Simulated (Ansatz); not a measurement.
# What LiSc3 (built on the sites of a database entry of LiAl3) distorts into, part 2 of 2

Which phase does LiSc3 (built on the sites of a database entry of LiAl3) fall into along its unstable mode, and how much energy does it gain?

Ansatz 0.2.0; DFT PBEsol, scalar-relativistic, plane waves, PAW.

So far, highest frequency on the path or at a solved wavevector (cm⁻¹): step 2 (phonons on a q mesh) 320. Also lowest frequency on the path (cm⁻¹): step 2 -127.

The structure was built from a prototype and need not be the compound's stable phase.

### 4. The mode frozen in, largest atomic shift 0.45 Å

The atoms are moved along the unstable eigenvector, the largest shift by 0.45 Å, with the cell fixed.

Input file input.yaml:

```yaml
crystal:
  lattice:
    - [0.0, -4.4755295906, -4.4755295906]
    - [0.0, -4.4755295906, 4.4755295906]
    - [-8.9510591812, -4.4755295906, 0.0]
  atoms:
    - { symbol: Li, position: [0.0, 0.0, 0.0] }
    - { symbol: Li, position: [0.5, 0.5, 0.0] }
    - { symbol: Li, position: [0.75, 0.75, 0.5] }
    - { symbol: Li, position: [0.25, 0.25, 0.5] }
    - { symbol: Sc, position: [0.17527338, 0.17527338, 0.25] }
    - { symbol: Sc, position: [0.57472662, 0.57472662, 0.25] }
    - { symbol: Sc, position: [0.82472662, 0.82472662, 0.75] }
    - { symbol: Sc, position: [0.42527338, 0.42527338, 0.75] }
    - { symbol: Sc, position: [0.67527338, 0.07472662, 0.25] }
    - { symbol: Sc, position: [0.07472662, 0.67527338, 0.25] }
    - { symbol: Sc, position: [0.32472662, 0.92527338, 0.75] }
    - { symbol: Sc, position: [0.92527338, 0.32472662, 0.75] }
    - { symbol: Sc, position: [0.5, 0.0, 0.0] }
    - { symbol: Sc, position: [0.0, 0.5, 0.0] }
    - { symbol: Sc, position: [0.25, 0.75, 0.5] }
    - { symbol: Sc, position: [0.75, 0.25, 0.5] }
kpoints:
  mp_grid: { grid: [6, 6, 6] }
hamiltonian:
  xc: pbesol
scf:
  occupations: { method: methfessel_paxton, width: 0.2 }
output:
  forces: true
  stress: true
  eigenvalues: true
```

Launch:

```bash
$ ansatz run input.yaml --threads 4 --pin off --max-ram 14336MiB --backend cpu --events-out ev --progress --plain --runs-dir out
```

Numbers of over 12 decimals in the logs are rounded to 6 here.

Output:

```text
[...]
Crystal: 16 atoms, lattice volume = 358.586 Å³
Basis set: ecut = 420 eV, 6989 PW (Γ), exchange–correlation on 90×90×144 points (8 copies of the dense FFT grid, shifted against one another)
Bands: 88, of which v1, the nominal top of the filled ones, is band 72 counted from 1 (71 counted from 0)
Symmetry: 16 space group operations
[...]
k-points: 30 of 216
[...]
k-point 0: bands = [... 68 lower, 7.5752, 7.6861, 7.6861, 7.7325, 7.9692, 8.0716, 8.0807, 8.2428, ... 12 higher]
  k-point 1: bands = [... 68 lower, 7.5478, 7.7017, 7.7017, 7.7152, 7.9925, 8.0352, 8.1647, 8.2594, ... 12 higher]
  k-point 2: bands = [... 68 lower, 7.5017, 7.7294, 7.7294, 7.7429, 8.0277, 8.0434, 8.2586, 8.3061, ... 12 higher]
  k-point 29: bands = [... 68 lower, 7.6001, 7.7766, 7.8163, 7.8720, 8.0994, 8.1310, 8.2355, 8.2639, ... 12 higher]
[key lines of the parts left out:]
SCF converged after 8 iterations
Free energy (F): -26145.451275 eV
Fermi energy:    7.902114 eV
P = ⅓ Tr σ = -0.7549 GPa (-7.549 kbar)
```

The job ended after 10 s (4 threads of Arm Neoverse V2, shared host; peak memory 1.5 GiB; 41 s of CPU time).

Numbers from this step:

```
pressure                         : -0.7549 GPa
energy from the undistorted cell : -48.48 meV/atom
```

The energy, extrapolated to zero smearing, is -48.48 meV/atom against the undistorted cell.

The run ends at a pressure of -0.75 GPa, with forces up to 0.16 eV/Å.

### 5. Energy along the mode, all amplitudes (two of the runs are shown above)

An imaginary frequency means negative curvature, so the energy should fall and then rise again as anharmonic terms take over.

This step gave:

```
depth at the lowest point sampled  : 48.48 meV/atom
largest atomic shift at that point : 0.45 Å
```

The energy from the parent by largest atomic shift:

```csv
largest atomic shift (Å),energy from the parent (meV/atom)
0.000,0
0.040,-0.683
0.080,-2.68
0.140,-7.84
0.220,-17.8
0.320,-33.0
0.450,-48.5
0.600,-38.8
```

Displacement at unit largest shift by atom:

```csv
atom,x (Å),y (Å),z (Å),size
Li1,0.00,0.00,0.00,0.00
Li2,0.00,0.00,0.00,0.00
Li3,0.00,0.00,0.00,0.00
Li4,0.00,0.00,0.00,0.00
Sc5,0.00,-1.00,0.00,1.00
Sc6,0.00,1.00,0.00,1.00
Sc7,0.00,1.00,0.00,1.00
Sc8,0.00,-1.00,0.00,1.00
Sc9,0.00,0.00,-1.00,1.00
Sc10,0.00,0.00,1.00,1.00
Sc11,0.00,0.00,1.00,1.00
Sc12,0.00,0.00,-1.00,1.00
Sc13,0.00,0.00,0.00,0.00
Sc14,0.00,0.00,0.00,0.00
Sc15,0.00,0.00,0.00,0.00
Sc16,0.00,0.00,0.00,0.00
```

The lowest of the steps tried is at 0.45 Å, 48.5 meV/atom below the parent; the bottom of the well need not coincide with a step.

### 6. Relaxation from the frozen mode

Starting from the lowest point found, all atoms and the cell are let go, so that strain and other modes of the same symmetry can join in.

Edit input.yaml of step 4 so:

```diff
@@ -32 +32,6 @@
   eigenvalues: true
+relax:
+  adjacent_minimum: "off"
+  f_tol: 0.002
+  max_steps: 120
+  cell: { stress_tol: 0.03 }
```

Output:

```text
[...]
Crystal: 16 atoms, lattice volume = 358.586 Å³
Basis set: ecut = 420 eV, 6989 PW (Γ), exchange–correlation on 90×90×144 points (8 copies of the dense FFT grid, shifted against one another)
Bands: 88, of which v1, the nominal top of the filled ones, is band 72 counted from 1 (71 counted from 0)
Symmetry: 16 space group operations
[...]
k-points: 30 of 216
[...]
SCF iter   1: F=—  HF=-26145.514566 eV  |F-HF|=—  |Δ(HF+E_count)|=         —  Δρ=6.30e-3  dr2=2.44e-1  ethr=1.77e-3  ⟨swp⟩=7.8  Hψ=12224  notcnv=0
[...]
SCF iter   8: F=-26145.451275 eV  HF=-26145.451275 eV  |F-HF|=3.39e-9  |Δ(HF+E_count)|=   3.29e-8  S|Δr|=    0.00e0  Δρ=1.18e-6  dr2=7.01e-9  ethr=6.94e-11  ⟨swp⟩=7.0  Hψ=8242  notcnv=0
SCF 1 converged in 8 iterations: F = -26145.451275 eV  dr2 = 7.01e-9
[...]
relax step   1: F+E_penalty+E_count = -26145.45127547 eV  Δ(F+E_penalty+E_count) = +0.000e0 eV  max|allowed force component| = 1.220e-1 eV/Å  Δτ_max = 0.0000 Å  P = -0.755 GPa  Ω = 358.586 Å³  (8 SCF iters, dr2 threshold 1.00e-7 eV, accepted)
Crystal: 16 atoms, lattice volume = 346.096 Å³
Basis set: ecut = 420 eV, 6823 PW (Γ), exchange–correlation on 90×90×144 points (8 copies of the dense FFT grid, shifted against one another)
[...]
SCF iter   7: F=-26145.873265 eV  HF=-26145.873265 eV  |F-HF|=3.75e-7  |Δ(HF+E_count)|=   2.09e-6  S|Δr|=    0.00e0  Δρ=9.49e-6  dr2=6.23e-7  ethr=1.11e-9  ⟨swp⟩=9.0  Hψ=10927  notcnv=0
SCF 2 converged in 7 iterations: F = -26145.873265 eV  dr2 = 6.23e-7
relax step   2: F+E_penalty+E_count = -26145.87326453 eV  Δ(F+E_penalty+E_count) = -4.220e-1 eV  max|allowed force component| = 7.301e-2 eV/Å  Δτ_max = 0.1218 Å  P = +0.821 GPa  Ω = 346.096 Å³  energy of the carried Pulay correction = +8.161e-4 eV  (7 SCF iters, dr2 threshold 1.60e-6 eV, accepted)
Crystal: 16 atoms, lattice volume = 351.596 Å³
Basis set: ecut = 420 eV, 6833 PW (Γ), exchange–correlation on 90×90×144 points (8 copies of the dense FFT grid, shifted against one another)
[...]
SCF iter   6: F=-26145.945733 eV  HF=-26145.945733 eV  |F-HF|=3.41e-7  |Δ(HF+E_count)|=   6.42e-7  S|Δr|=    0.00e0  Δρ=9.63e-6  dr2=6.21e-7  ethr=1.11e-9  ⟨swp⟩=10.0  Hψ=11409  notcnv=0
SCF 3 converged in 6 iterations: F = -26145.945733 eV  dr2 = 6.21e-7
relax step   3: F+E_penalty+E_count = -26145.94573287 eV  Δ(F+E_penalty+E_count) = -7.247e-2 eV  max|allowed force component| = 3.480e-2 eV/Å  Δτ_max = 0.0116 Å  P = +0.145 GPa  Ω = 351.596 Å³  energy of the carried Pulay correction = +4.508e-4 eV  (6 SCF iters, dr2 threshold 1.60e-6 eV, accepted)
[...]
relax step   4: F+E_penalty+E_count = -26145.95815512 eV  Δ(F+E_penalty+E_count) = -1.242e-2 eV  max|allowed force component| = 7.321e-3 eV/Å  Δτ_max = 0.0128 Å  P = -0.076 GPa  Ω = 353.075 Å³  energy of the carried Pulay correction = +3.542e-4 eV  (6 SCF iters, dr2 threshold 4.61e-7 eV, accepted)
[...]
relax step   5: F+E_penalty+E_count = -26145.95815079 eV  Δ(F+E_penalty+E_count) = +4.338e-6 eV  max|allowed force component| = 1.761e-2 eV/Å  Δτ_max = 0.0056 Å  P = +0.041 GPa  Ω = 352.221 Å³  energy of the carried Pulay correction = +4.099e-4 eV  (6 SCF iters, dr2 threshold 1.48e-8 eV, rejected (line search))
[...]
relax step   6: F+E_penalty+E_count = -26145.95841803 eV  Δ(F+E_penalty+E_count) = -2.629e-4 eV  max|allowed force component| = 1.899e-3 eV/Å  Δτ_max = 0.0019 Å  P = -0.007 GPa  Ω = 352.562 Å³  energy of the carried Pulay correction = +3.876e-4 eV  (7 SCF iters, accepted)
[...]
SCF iter   5: F=-26145.958050 eV  HF=-26145.958050 eV  |F-HF|=4.00e-11  |Δ(HF+E_count)|=  6.18e-11  S|Δr|=    0.00e0  Δρ=8.22e-8  dr2=4.50e-11  ethr=1.00e-12  ⟨swp⟩=3.0  Hψ=8236  notcnv=0
SCF 7 converged in 5 iterations: F = -26145.958050 eV  dr2 = 4.50e-11
relax step   7: F+E_penalty+E_count = -26145.95805001 eV  Δ(F+E_penalty+E_count) = +3.680e-4 eV  max|allowed force component| = 1.899e-3 eV/Å  Δτ_max = 0.0000 Å  P = -0.008 GPa  Ω = 352.562 Å³  stress off target by 8.19e-3 GPa  SCF on the basis re-selected at this cell (its energy is not comparable with the rows above)  (5 SCF iters)
basis re-selected at this cell: Δ(F+E_penalty+E_count) = +3.680e-4 eV, ΔP = -0.000 GPa vs the last step (what re-selecting the basis moved, of the pressure what is left beyond the Pulay correction that the steps carried, after the strain that the cell walked since its last selection, with what the two solves' SCF thresholds leave and, on support functions, any second-order correction that the steps lacked; it is no m [...]
SCF converged after 5 iterations
[...]
Free energy (F): -26145.958050 eV
[...]
Internal energy: -26145.969722 eV  (E = F + TS)
E sigma→0 (E₀):  -26145.960968 eV
Entropy (-TS):   0.011672 eV (0.730 meV/atom)
Fermi energy:    8.069969 eV
[...]
--- Forces (eV/Å), atoms counted from 1 ---
  atom   1  Li     0.00000000    -0.00000000     0.00000000
  atom   2  Li     0.00000000     0.00000000    -0.00000000
  atom   3  Li    -0.00000000    -0.00000000     0.00000000
  atom   4  Li     0.00000000     0.00000000    -0.00000000
  atom   5  Sc    -0.00105840     0.00189915     0.00000000
  atom   6  Sc    -0.00105840    -0.00189915    -0.00000000
  atom   7  Sc     0.00105840    -0.00189915    -0.00000000
  atom   8  Sc     0.00105840     0.00189915    -0.00000000
  atom   9  Sc    -0.00105840    -0.00000000     0.00189915
  atom  10  Sc    -0.00105840    -0.00000000    -0.00189915
  atom  11  Sc     0.00105840    -0.00000000    -0.00189915
  atom  12  Sc     0.00105840    -0.00000000     0.00189915
  atom  13  Sc     0.00000000     0.00000000     0.00000000
  atom  14  Sc     0.00000000    -0.00000000     0.00000000
  atom  15  Sc    -0.00000000    -0.00000000    -0.00000000
  atom  16  Sc     0.00000000     0.00000000     0.00000000
  max |Σ_I F_I| component: 1.04e-17 eV/Å
--- Stress (GPa, compression-positive) ---
       -0.006284      -0.000000       0.000000
       -0.000000      -0.008186      -0.000000
        0.000000      -0.000000      -0.008186
  P = ⅓ Tr σ = -0.0076 GPa (-0.076 kbar)
--- Band table (eV; the first three rows and the last of 30) ---
  k-point 0: bands = [... 68 lower, 7.7580, 7.8269, 7.8396, 7.8396, 8.0220, 8.1895, 8.2549, 8.7076, ... 12 higher]
  k-point 1: bands = [... 68 lower, 7.6921, 7.8141, 7.8552, 7.8552, 8.1446, 8.1981, 8.2669, 8.6452, ... 12 higher]
  k-point 2: bands = [... 68 lower, 7.6352, 7.8830, 7.8830, 7.9560, 8.2175, 8.2778, 8.2899, 8.5199, ... 12 higher]
  k-point 29: bands = [... 68 lower, 7.7682, 7.7961, 8.0973, 8.1031, 8.1832, 8.2727, 8.4744, 8.4786, ... 12 higher]
--- Relaxed structure (6 steps of the walk, 5 accepted, 1 SCFs on fresh bases) ---
  F+E_penalty+E_count = -26145.95805001 eV   max|allowed force component| = 1.899e-3 eV/Å   (the final SCF, on the basis selected at the relaxed cell)
  cell:  # Å, volume = 352.5617 Å³
    - [0, -4.265710, -4.265710]
    - [0, -4.265710, 4.265710]
    - [-9.687737, -4.265710, 0]
  atoms:
    - { symbol: Li, position: [2.6344812132499285e-19, 1.180974336974104e-19, 0] }
    - { symbol: Li, position: [0.5, 0.5, 0] }
    - { symbol: Li, position: [0.75, 0.75, 0.5] }
    - { symbol: Li, position: [0.25, 0.25, 0.5] }
    - { symbol: Sc, position: [0.185700, 0.185700, 0.253837] }
    - { symbol: Sc, position: [0.560462, 0.560462, 0.253837] }
    - { symbol: Sc, position: [0.814300, 0.814300, 0.746163] }
    - { symbol: Sc, position: [0.439538, 0.439538, 0.746163] }
    - { symbol: Sc, position: [0.685700, 0.060462, 0.253837] }
    - { symbol: Sc, position: [0.060462, 0.685700, 0.253837] }
    - { symbol: Sc, position: [0.314300, 0.939538, 0.746163] }
    - { symbol: Sc, position: [0.939538, 0.314300, 0.746163] }
    - { symbol: Sc, position: [0.5, 0.0, 0] }
    - { symbol: Sc, position: [0.0, 0.5, 0] }
    - { symbol: Sc, position: [0.250000, 0.750000, 0.5] }
    - { symbol: Sc, position: [0.750000, 0.250000, 0.5] }
```

It took 83 s on 4 threads; peak memory 1.5 GiB.

Relaxation path:

```csv
step,energy less that of the first step (eV),largest force component (eV/Å),pressure (GPa),volume (Å³)
1,0.0000,0.1220,-0.75,358.59
2,-0.4220,0.0730,0.82,346.10
3,-0.4945,0.0348,0.14,351.60
4,-0.5069,0.0073,-0.08,353.08
5,-0.5069,0.0176,0.04,352.22
6,-0.5071,0.0019,-0.01,352.56
7*,-0.5068,0.0019,-0.01,352.56
```

Relaxation steps marked * repeat the geometry before them on a plane-wave basis chosen anew for their cell, so energy and pressure can jump there. Relaxation step 5 was tried and not accepted.

Forces are held to the 16 operations that the run works with; a distortion that breaks them can't arise in this run.

```csv
"conventional cell, symmetrised",before,after,change
a (Å),6.329,6.033,-4.7 %
b (Å),6.329,6.033,-4.7 %
c (Å),17.902,19.375,+8.2 %
volume (Å³/atom),22.41,22.04,-1.7 %
```

The atoms that moved most (Å, as changes of fractional coordinates times the final cell):

```csv
atom,dx,dy,dz,length
Sc8,0.037,-0.105,0.000,0.112
Sc11,0.037,0.000,0.105,0.112
Sc12,0.037,0.000,-0.105,0.112
Sc5,-0.037,-0.105,0.000,0.112
Sc9,-0.037,0.000,-0.105,0.112
Sc10,-0.037,0.000,0.105,0.112
Sc6,-0.037,0.105,0.000,0.112
Sc7,0.037,0.105,0.000,0.112
```

The relaxed structure:

```xyz
16
Lattice="0.0000 -4.2657 -4.2657 0.0000 -4.2657 4.2657 -9.6877 -4.2657 0.0000" Properties=species:S:1:pos:R:3 pbc="T T T"
Li    0.0000    0.0000    0.0000
Li    0.0000   -4.2657    0.0000
Li   -4.8439   -8.5314    0.0000
Li   -4.8439   -4.2657    0.0000
Sc   -2.4591   -2.6671    0.0000
Sc   -2.4591   -5.8643    0.0000
Sc   -7.2286  -10.1300    0.0000
Sc   -7.2286   -6.9328    0.0000
Sc   -2.4591   -4.2657   -2.6671
Sc   -2.4591   -4.2657    2.6671
Sc   -7.2286   -8.5314    2.6671
Sc   -7.2286   -8.5314   -2.6671
Sc    0.0000   -2.1329   -2.1329
Sc    0.0000   -2.1329    2.1329
Sc   -4.8439   -6.3986    2.1329
Sc   -4.8439   -6.3986   -2.1329
```

Numbers from this step:

```yaml
pressure: -0.007552 GPa
volume_per_atom: 22.04 Å³
```

The distorted start has space group I4/mcm; the relaxation ends in I4/mcm.

### 7. The phases reached

The phases reached along the modes that were followed are set side by side.

Energies are those of the first relaxation, on the mesh of the frozen mode; space group, volume and gap are those of the last relaxation. Phases, by row:

```csv
mode frozen in,space group,energy from parent (meV/atom),volume (Å³/atom),gap on mesh (eV),lowest zone-centre optical mode (cm⁻¹),largest shift (Å)
parent,Pm-3m,0,22.41,0,–,–
"q = (-0.5, -0.5, -0.5), 127i cm⁻¹",I4/mcm,-109.4,21.9,0,53.5,0.549
"q = (-0.5, -0.5, -0.5), 127i cm⁻¹",R-3c,-87.33,21.63,0,27.1,0.492
"q = (-0.5, -0.5, -0.5), 127i cm⁻¹",Imma,-91.39,21.78,0,-16.2,0.547
"q = (0.25, -0.5, -0.5), 99i cm⁻¹",I4/mcm,-80.12,22.04,0,–,0.536
```

### 8. What came out

| Item | Value |
| --- | --- |
| unstable mode of the parent | q = (0.25, -0.5, -0.5), 99i cm⁻¹ |
| depth at the lowest point sampled | 48.5 meV/atom |
| largest atomic shift at that point | 0.45 Å |
| space group reached (within 0.01 Å) | I4/mcm |
| energy gained over the parent (first relaxation, on the mesh of the frozen mode) | 80.1 meV/atom |
| volume per atom, phase reached | 22.0 Å³ |

Along this mode the structure falls into I4/mcm, 80.1 meV/atom below the parent. At the parent's cell the well is 48.48 meV/atom deep on the steps tried, with its lowest point at a shift of 0.45 Å. Relaxing atoms and cell changes the gain by +31.64 meV/atom against the lowest step (energies at zero smearing). The modes of the phase reached were not computed on this path. Of the 4 patterns followed to their end from this parent, this one ends 29.3 meV/atom above the lowest, I4/mcm. Each path keeps the symmetry of its pattern, so a lower phase may lie along a pattern not tried. With no gap, or one that is small against the smearing, the frequencies hang on the k mesh and the smearing, most of all near Kohn anomalies. The starting cell was built on a prototype and not taken from a measurement, so the phase need not exist.

[Logs are printed without paths, hosts, clocks, repeated set-up lines and the standing remarks that a program may print on its own settings, such as how far it seeks lower states.]

[Hosts, paths, dates, database ids (printed as entryN), source tags and the programs' standing remarks are cut or masked in the printed files.]
